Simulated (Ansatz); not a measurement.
# How fast states decay through Mg5SeS4, part 3 of 3

Aim: relax a made-up compound, Mg5SeS4, and see how good a tunnel barrier it would be. It is built by putting Mg for Zn in the Zn5SeS4 structure of space group I-4m2, with the volume rescaled by atomic radii. The parent structure comes from the Materials Project.

Ansatz 0.2.0; PBE DFT, plane waves, PAW files (the session's first sound run).

So far. Step 3 (Band edges): The searched edges give 2.89 eV, as on the mesh. Step 4 (Decaying states in the gap): At the listed wavevectors the last open channel is at -0.40 eV and the next at +2.96 eV on the grid, wider than the gap, since narrow bands can fall between grid energies. At +1.40 eV, the grid energy nearest the filling level (the middle of the gap on the SCF mesh), the slowest state at the listed wavevectors decays with κ = 0.232 Å⁻¹, its amplitude falling by e over 4.3 Å.

The structure was built from a prototype and need not be the compound's stable phase.

## Step 5: Decay over the two-dimensional zone

Level of this step: PBE DFT, plane waves, PAW files; complex bands by layer matching along the plane's normal (Ansatz).

The listed points could miss the slowest state, so one energy near mid-gap is solved on a mesh of 8×8.

input.yaml

```yaml
crystal:
  lattice:
    - [4.072425016, 0.0, 0.0]
    - [0.0, 4.072425016, 0.0]
    - [2.036212508, 2.036212508, 14.372193806]
  atoms:
    - { symbol: Mg, position: [0.6955908255, 0.6955908255, 0.608818349] }
    - { symbol: Mg, position: [0.3044091745, 0.3044091745, 0.391181651] }
    - { symbol: Mg, position: [0.9024100873, 0.9024100873, 0.1951798254] }
    - { symbol: Mg, position: [0.5, 0.5, 0.0] }
    - { symbol: Mg, position: [0.0975899127, 0.0975899127, 0.8048201746] }
    - { symbol: Se, position: [0.25, 0.75, 0.5] }
    - { symbol: S, position: [0.8535197296, 0.3535197296, 0.2929605408] }
    - { symbol: S, position: [0.4511996181, 0.9511996181, 0.0976007638] }
    - { symbol: S, position: [0.0488003819, 0.5488003819, 0.9023992362] }
    - { symbol: S, position: [0.6464802704, 0.1464802704, 0.7070394592] }
kpoints:
  mp_grid: { grid: [6, 6, 6] }
scf:
  occupations: { method: fixed }
hamiltonian:
  xc: pbe
output:
  eigenvalues: true
  transmission: { leads: [[0, 0]], kmesh: [8, 8], e_range: [1.44, 1.45], de: 0.05 }
```

Command:

```sh
$ ansatz run input.yaml --threads 2 --pin off --max-ram 4096MiB --backend cpu --events-out ev --progress --plain --runs-dir out
```

Numbers of over 12 decimals in the logs are rounded to 6 here.

The log of the run:

```text
[...]
Crystal: 10 atoms, lattice volume = 238.358 Å³
Basis set: ecut = 420 eV, 4669 PW (Γ)
Bands: 55, of which v1, the nominal top of the filled ones, is band 45 counted from 1 (44 counted from 0)
Symmetry: 8 space group operations
[...]
k-points: 30 of 216 (time reversal used)
[...]
SCF iter   1: F=—  HF=-18710.232962 eV  |F-HF|=—  |Δ(HF+E_count)|=         —  Δρ=4.38e-4  dr2=6.93e-4  ethr=1.77e-3  ⟨swp⟩=5.0  Hψ=5978  notcnv=0  defer=208
[...]
SCF iter   6: F=-18710.232043 eV  HF=-18710.232043 eV  |F-HF|=5.50e-8  |Δ(HF+E_count)|=   8.51e-8  Δρ=4.07e-6  dr2=5.23e-8  ethr=1.11e-10  ⟨swp⟩=14.3  Hψ=8196  notcnv=0
SCF 1 converged in 6 iterations: F = -18710.232043 eV  dr2 = 5.23e-8
[...]
transmission: 57 of 475 steps passed
transmission: 114 of 475 steps passed
[...]
transmission: 475 of 475 steps passed
SCF converged after 6 iterations
Free energy (F): -18710.232043 eV
[...]
Internal energy: -18710.232043 eV  (E = F + TS)
E sigma→0 (E₀):  -18710.232043 eV
Fermi energy:    3.493068 eV
[...]
--- Band table (eV; the first three rows and the last of 30) ---
  k-point 0: bands = [... 41 lower, 2.8826, 3.2062, 3.4128, 3.4128, 6.3795, 7.2509, 7.3625, 8.0336, ... 6 higher]
  k-point 1: bands = [... 41 lower, 2.9046, 3.1422, 3.4090, 3.4090, 6.4599, 7.1448, 7.5140, 7.7696, ... 6 higher]
  k-point 2: bands = [... 41 lower, 2.9406, 2.9700, 3.4008, 3.4008, 6.6759, 7.0549, 7.4035, 7.7490, ... 6 higher]
  k-point 29: bands = [... 41 lower, 2.0970, 2.1188, 2.1883, 2.3020, 7.0303, 7.2500, 7.7692, 8.1096, ... 6 higher]
--- Transmission ---
  basis      : 145 plane waves across, 19 finite elements along
  points     : 25, standing for a mesh of 8 x 8
  energies   : 1 from 1.440000 to 1.440000 eV about the Fermi level; the leads are filled to 1.443234 eV, and channels, transmission and decay are at 1.440000 eV
  crystal 0  : Mg5S4Se1, at the sites [0, 0], period 14.3722 Å: whole cells are its period
[...]
channels       : 0.000000e0 a spin
    conductance    : none, crystal 0 has no channel at the energies, or these end too early or step too widely for 300 K: set another output.transmission.e_range or a lower de, or, where they end at an eighth of basis.ecutwfc, a higher one
    slowest decay  : 0.2310 /Å at (0.0000, 0.0000)
```

The job ended after 24 s (2 threads of Intel Xeon 6975P-C (Granite Rapids), shared host; peak memory 0.72 GiB).

This step gave:

* least decay constant on the mesh: 0.231 Å⁻¹

Slowest decay constant (1/Å; 0 where a channel is open) over k1 and k2. At 1.4400 eV from the Fermi level.

Ten even steps from '_' (0.231) to '@' (0.569):
```
++++##%%==%%##++
####%%%%++%%%%##
@@%%%%##++##%%%%
====++++__++++==
@@%%%%##++##%%%%
####%%%%++%%%%##
++++##%%==%%##++
==++##@@==@@##++
```
Columns: k1 (b1) from -0.5 to 0.375; rows upwards: k2 (b2) from -0.5 to 0.375.

The least value on the mesh is 0.231 Å⁻¹ at +1.44 eV. At that energy the listed points give about 0.231 Å⁻¹ by interpolation, so the mesh holds no clearly slower state.

## Step 6: Band edges at another level, cutoff 1170.09 eV

This step: PBE DFT, plane waves, norm-conserving files (Ansatz 0.2.0).

The edges again with norm-conserving files, at the same atoms. Against that run the cutoff is 1170 eV against 420.

input.yaml

```yaml
crystal:
  lattice:
    - [-2.0362125079, 2.0362125079, 14.3721938063]
    - [2.0362125079, -2.0362125079, 14.3721938063]
    - [2.0362125079, 2.0362125079, -14.3721938063]
  atoms:
    - { symbol: Mg, position: [0.3044091745, 0.3044091745, 0.0] }
    - { symbol: Mg, position: [0.6955908255, 0.6955908255, 0.0] }
    - { symbol: Mg, position: [0.0975899127, 0.0975899127, 0.0] }
    - { symbol: Mg, position: [0.5, 0.5, 0.0] }
    - { symbol: Mg, position: [0.9024100873, 0.9024100873, 0.0] }
    - { symbol: Se, position: [0.25, 0.75, 0.5] }
    - { symbol: S, position: [0.6464802704, 0.1464802704, 0.5] }
    - { symbol: S, position: [0.0488003819, 0.5488003819, 0.5] }
    - { symbol: S, position: [0.4511996181, 0.9511996181, 0.5] }
    - { symbol: S, position: [0.8535197296, 0.3535197296, 0.5] }
kpoints:
  mp_grid: { grid: [8, 8, 8] }
  band_path: { path: [VBM, CBM], npoints: 30 }
scf:
  occupations: { method: fixed }
hamiltonian:
  xc: pbe
  pseudopotentials: { kind: nc }
output:
  eigenvalues: true
```

The log of the run:

```text
[...]
Crystal: 10 atoms, lattice volume = 238.358 Å³
Basis set: ecut = 1170.089609 eV, 21613 PW (Γ), FFT grids on a1+a3, a2+a3, a3
Bands: 55, of which v1, the nominal top of the filled ones, is band 45 counted from 1 (44 counted from 0)
Symmetry: 8 space group operations
[...]
k-points: 59 of 512 (time reversal used)
[...]
SCF iter   1: F=—  HF=-12593.929251 eV  |F-HF|=—  |Δ(HF+E_count)|=         —  Δρ=5.09e-2  dr2=6.68e0  ethr=3.10e-3  ⟨swp⟩=5.6  Hψ=11757  notcnv=0  defer=422
[...]
SCF iter   8: F=-12591.843521 eV  HF=-12591.843521 eV  |F-HF|=8.76e-8  |Δ(HF+E_count)|=   1.85e-6  Δρ=5.30e-6  dr2=6.78e-8  ethr=1.11e-10  ⟨swp⟩=18.5  Hψ=22075  notcnv=0
SCF 1 converged in 8 iterations: F = -12591.843521 eV  dr2 = 6.78e-8
[...]
SCF converged after 8 iterations
Free energy (F): -12591.843521 eV
[...]
Internal energy: -12591.843521 eV  (E = F + TS)
E sigma→0 (E₀):  -12591.843521 eV
Fermi energy:    3.528969 eV
[...]
--- Band table (eV; the first three rows and the last of 59) ---
  k-point 0: bands = [... 41 lower, 2.9194, 3.2429, 3.4492, 3.4492, 6.4089, 7.2899, 7.4004, 8.0654, ... 6 higher]
  k-point 1: bands = [... 41 lower, 2.9609, 3.0805, 3.2022, 3.2119, 7.2862, 7.9051, 8.0568, 8.4641, ... 6 higher]
  k-point 2: bands = [... 41 lower, 2.6725, 2.7400, 2.9427, 2.9791, 8.1711, 8.7514, 8.8752, 9.3127, ... 6 higher]
  k-point 58: bands = [... 41 lower, 2.9933, 2.9933, 3.4328, 3.4328, 6.9236, 7.0827, 7.1495, 7.9608, ... 6 higher]
```

Wall time 4.7 min (2 threads); peak memory 2.2 GiB; 9.3 min of CPU time.

Numbers from this step:

- free energy: -12591.8435 eV
- Fermi energy: 3.529 eV
- gap on the k-mesh: 2.880 eV
- gap on path: 2.880 eV, by band count; negative where bands overlap
- direct gap on path: 2.960 eV
- edge places on path: 0, 0.7714 1/A along the path

The electronic bands at the labelled points (eV, zero at the Fermi level (highest filled level under fixed occupations); v1 is the highest filled band, c1 the lowest empty one):

```
  point     v4     v3     v2     v1    c1    c2    c3    c4
    VBM  -0.77  -0.71  -0.67   0.00  4.62  4.70  5.32  5.35
halfway  -0.59  -0.57  -0.54  -0.04  4.27  4.61  4.66  4.72
    CBM  -0.61  -0.29  -0.08  -0.08  2.88  3.76  3.87  4.54
```

The searched edges give 2.88 eV, as on the mesh.

## Step 7: Complex bands at another level, cutoff 1170.09 eV

This step: PBE DFT, plane waves, norm-conserving files; complex bands by layer matching along the plane's normal (Ansatz 0.2.0).

The complex bands at that level, over its own gap, at (0, 0) and (0, -0.5).

input.yaml

```yaml
crystal:
  lattice:
    - [4.072425016, 0.0, 0.0]
    - [0.0, 4.072425016, 0.0]
    - [2.036212508, 2.036212508, 14.372193806]
  atoms:
    - { symbol: Mg, position: [0.6955908255, 0.6955908255, 0.608818349] }
    - { symbol: Mg, position: [0.3044091745, 0.3044091745, 0.391181651] }
    - { symbol: Mg, position: [0.9024100873, 0.9024100873, 0.1951798254] }
    - { symbol: Mg, position: [0.5, 0.5, 0.0] }
    - { symbol: Mg, position: [0.0975899127, 0.0975899127, 0.8048201746] }
    - { symbol: Se, position: [0.25, 0.75, 0.5] }
    - { symbol: S, position: [0.8535197296, 0.3535197296, 0.2929605408] }
    - { symbol: S, position: [0.4511996181, 0.9511996181, 0.0976007638] }
    - { symbol: S, position: [0.0488003819, 0.5488003819, 0.9023992362] }
    - { symbol: S, position: [0.6464802704, 0.1464802704, 0.7070394592] }
kpoints:
  mp_grid: { grid: [6, 6, 6] }
scf:
  occupations: { method: fixed }
hamiltonian:
  xc: pbe
  pseudopotentials: { kind: nc }
output:
  eigenvalues: true
  transmission:
    leads: [[0, 0]]
    kpoints: [[0.0, 0.0], [0.0, -0.5]]
    e_range: [-1.0, 3.88]
    de: 0.12
```

The log of the run:

```text
[...]
Crystal: 10 atoms, lattice volume = 238.358 Å³
Basis set: ecut = 1170.089609 eV, 21613 PW (Γ)
Bands: 55, of which v1, the nominal top of the filled ones, is band 45 counted from 1 (44 counted from 0)
Symmetry: 8 space group operations
[...]
k-points: 30 of 216 (time reversal used)
[...]
SCF iter   1: F=—  HF=-12593.925450 eV  |F-HF|=—  |Δ(HF+E_count)|=         —  Δρ=5.09e-2  dr2=6.67e0  ethr=3.10e-3  ⟨swp⟩=5.7  Hψ=6031  notcnv=0  defer=205
[...]
SCF iter   8: F=-12591.842452 eV  HF=-12591.842452 eV  |F-HF|=8.46e-8  |Δ(HF+E_count)|=   1.49e-6  Δρ=5.11e-6  dr2=6.50e-8  ethr=1.11e-10  ⟨swp⟩=18.1  Hψ=11338  notcnv=0
SCF 1 converged in 8 iterations: F = -12591.842452 eV  dr2 = 6.50e-8
transmission: 30 of 60 steps passed
transmission: 60 of 60 steps passed
SCF converged after 8 iterations
Free energy (F): -12591.842452 eV
[...]
Internal energy: -12591.842452 eV  (E = F + TS)
E sigma→0 (E₀):  -12591.842452 eV
Fermi energy:    3.529666 eV
[...]
--- Band table (eV; the first three rows and the last of 30) ---
  k-point 0: bands = [... 41 lower, 2.9196, 3.2432, 3.4498, 3.4498, 6.4091, 7.2899, 7.4006, 8.0656, ... 6 higher]
  k-point 1: bands = [... 41 lower, 2.9416, 3.1790, 3.4459, 3.4459, 6.4896, 7.1835, 7.5521, 7.8005, ... 6 higher]
  k-point 2: bands = [... 41 lower, 2.9777, 3.0066, 3.4377, 3.4377, 6.7061, 7.0931, 7.4341, 7.7867, ... 6 higher]
  k-point 29: bands = [... 41 lower, 2.1337, 2.1552, 2.2247, 2.3375, 7.0694, 7.2889, 7.8084, 8.1490, ... 6 higher]
--- Transmission ---
  basis      : 405 plane waves across, 30 finite elements along
  points     : 2, as listed
[...]
crystal 0  : S4Mg5Se1, at the sites [0, 0], period 14.3722 Å: whole cells are its period
[...]
channels       : 0.000000e0 a spin
[...]
slowest decay  : 0.2313 /Å at (0.0000, 0.0000)
```

Run time: 4.9 min. Hardware: 2 threads; peak memory 2.7 GiB.

This step gave:

```yaml
free_energy: -12591.8425 eV
fermi_energy: 3.530 eV
gap_on_the_k_mesh: 2.879 eV
level_to_which_the_leads_are_filled: 1.440 eV from the Fermi level
decay_constant_at_the_filling_level_zone_centre: 0.2313 Å⁻¹
decay_constant_at_the_filling_level_slowest_listed_point: 0.2313 Å⁻¹
```

K parallel (0, 0); values up to 1.254 1/Å, a degenerate pair printed once or twice; energies at which all values exceed this have no row. The Im kz of the slowest decaying states by energy, zero at the highest filled level on the SCF mesh:

```
energy (eV)  decay 1 (Å⁻¹)  decay 2 (Å⁻¹)  decay 3 (Å⁻¹)  decay 4 (Å⁻¹)
      -1.00         0.0885          0.757              -              -
      -0.76         0.0132         0.0856          0.740              -
      -0.52         0.0700          0.722           1.23              -
      -0.28         0.0229          0.202          0.703           1.21
      -0.04          0.133          0.183          0.684           1.19
       0.20          0.177          0.359          0.664           1.16
       0.44          0.203          0.437          0.642           1.13
       0.68          0.220          0.490          0.620           1.11
       0.92          0.229          0.528          0.597           1.08
       1.16          0.233          0.558          0.572           1.05
       1.40          0.231          0.545          0.581           1.02
       1.64          0.224          0.517          0.598          0.990
       1.88          0.212          0.486          0.612          0.958
       2.12          0.194          0.453          0.622          0.924
       2.36          0.167          0.416          0.629          0.889
       2.60          0.128          0.374          0.633          0.853
       2.84         0.0499          0.325          0.635          0.814
       3.08          0.265          0.635          0.774              -
       3.32          0.184          0.632          0.730              -
       3.56         0.0101          0.628          0.683              -
       3.80         0.0218          0.621          0.633              -
```

K parallel (0, -0.5); values up to 1.254 1/Å, a degenerate pair printed once or twice; energies at which all values exceed this have no row. Im kz of the slowest decaying states against energy, zero at the highest filled level on the SCF mesh:

```
energy (eV)  decay 1 (Å⁻¹)  decay 2 (Å⁻¹)  decay 3 (Å⁻¹)
      -1.00          0.746           1.21              -
      -0.88        0.00739          0.621           1.20
      -0.64          0.637           1.17              -
      -0.52          0.110          0.706           1.16
      -0.28          0.204          0.754           1.14
      -0.16          0.234          0.754           1.12
      -0.04          0.258          0.720           1.11
       0.20          0.297          0.794           1.09
       0.32          0.312          0.816           1.07
       0.44          0.326          0.830           1.06
       0.68          0.348          0.848           1.03
       0.80          0.356          0.854           1.02
       1.04          0.371          0.860          0.995
       1.16          0.376          0.861          0.981
       1.28          0.381          0.861          0.968
       1.52          0.387          0.859          0.941
       1.64          0.389          0.857          0.927
       1.76          0.391          0.854          0.913
       2.00          0.390          0.847          0.885
       2.12          0.389          0.842          0.871
       2.36          0.384          0.832          0.843
       2.48          0.380          0.826          0.828
       2.60          0.376          0.814          0.819
       2.84          0.364          0.784          0.805
       2.96          0.357          0.769          0.798
       3.08          0.349          0.754          0.790
       3.32          0.329          0.723          0.773
       3.44          0.317          0.707          0.764
       3.68          0.289          0.674          0.744
       3.80          0.272          0.658          0.734
```

At the listed wavevectors the last open channel is at -0.40 eV and the next at +2.96 eV on the grid, wider than the gap, since narrow bands can fall between grid energies. At +1.40 eV, the grid energy nearest the filling level (the middle of the gap on the SCF mesh), the slowest state at the listed wavevectors decays with κ = 0.231 Å⁻¹, its amplitude falling by e over 4.3 Å; the first such run, plane (001), gave 0.232 Å⁻¹ over as many of its listed wavevectors.

## Step 8: Results

- band gap: 2.89 eV
- least decay constant at mid-gap, normal to (001): 0.232 Å⁻¹
- least decay constant on a mesh, normal to (001): 0.231 Å⁻¹
- least decay constant, norm-conserving files: 0.231 Å⁻¹

What this shows: With PBE, the slowest decay at the wavevectors tried is κ = 0.232 Å⁻¹, normal to (001). Through such a film the transmission near mid-gap falls as exp(−2κd), a factor of ten every 5.0 Å. A free electron under a barrier of half the gap would need a mass of 0.14 mₑ to decay at this rate. With norm-conserving files the gap goes from 2.89 to 2.88 eV and the decay constant, over the first 2 listed wavevectors (which shift with the band edges), from 0.232 to 0.231 Å⁻¹. The compound is made up by substitution; its stability against other phases and against distortions of the cell's symmetry was not tested. A semilocal functional narrows gaps, so real decay constants are likely larger.

[Logs are printed without paths, hosts, clocks, repeated set-up lines and the standing remarks that a program may print on its own settings, such as how far it seeks lower states.]

[Hosts, paths, dates, database ids (printed as entryN), source tags and the programs' standing remarks are cut or masked in the printed files.]
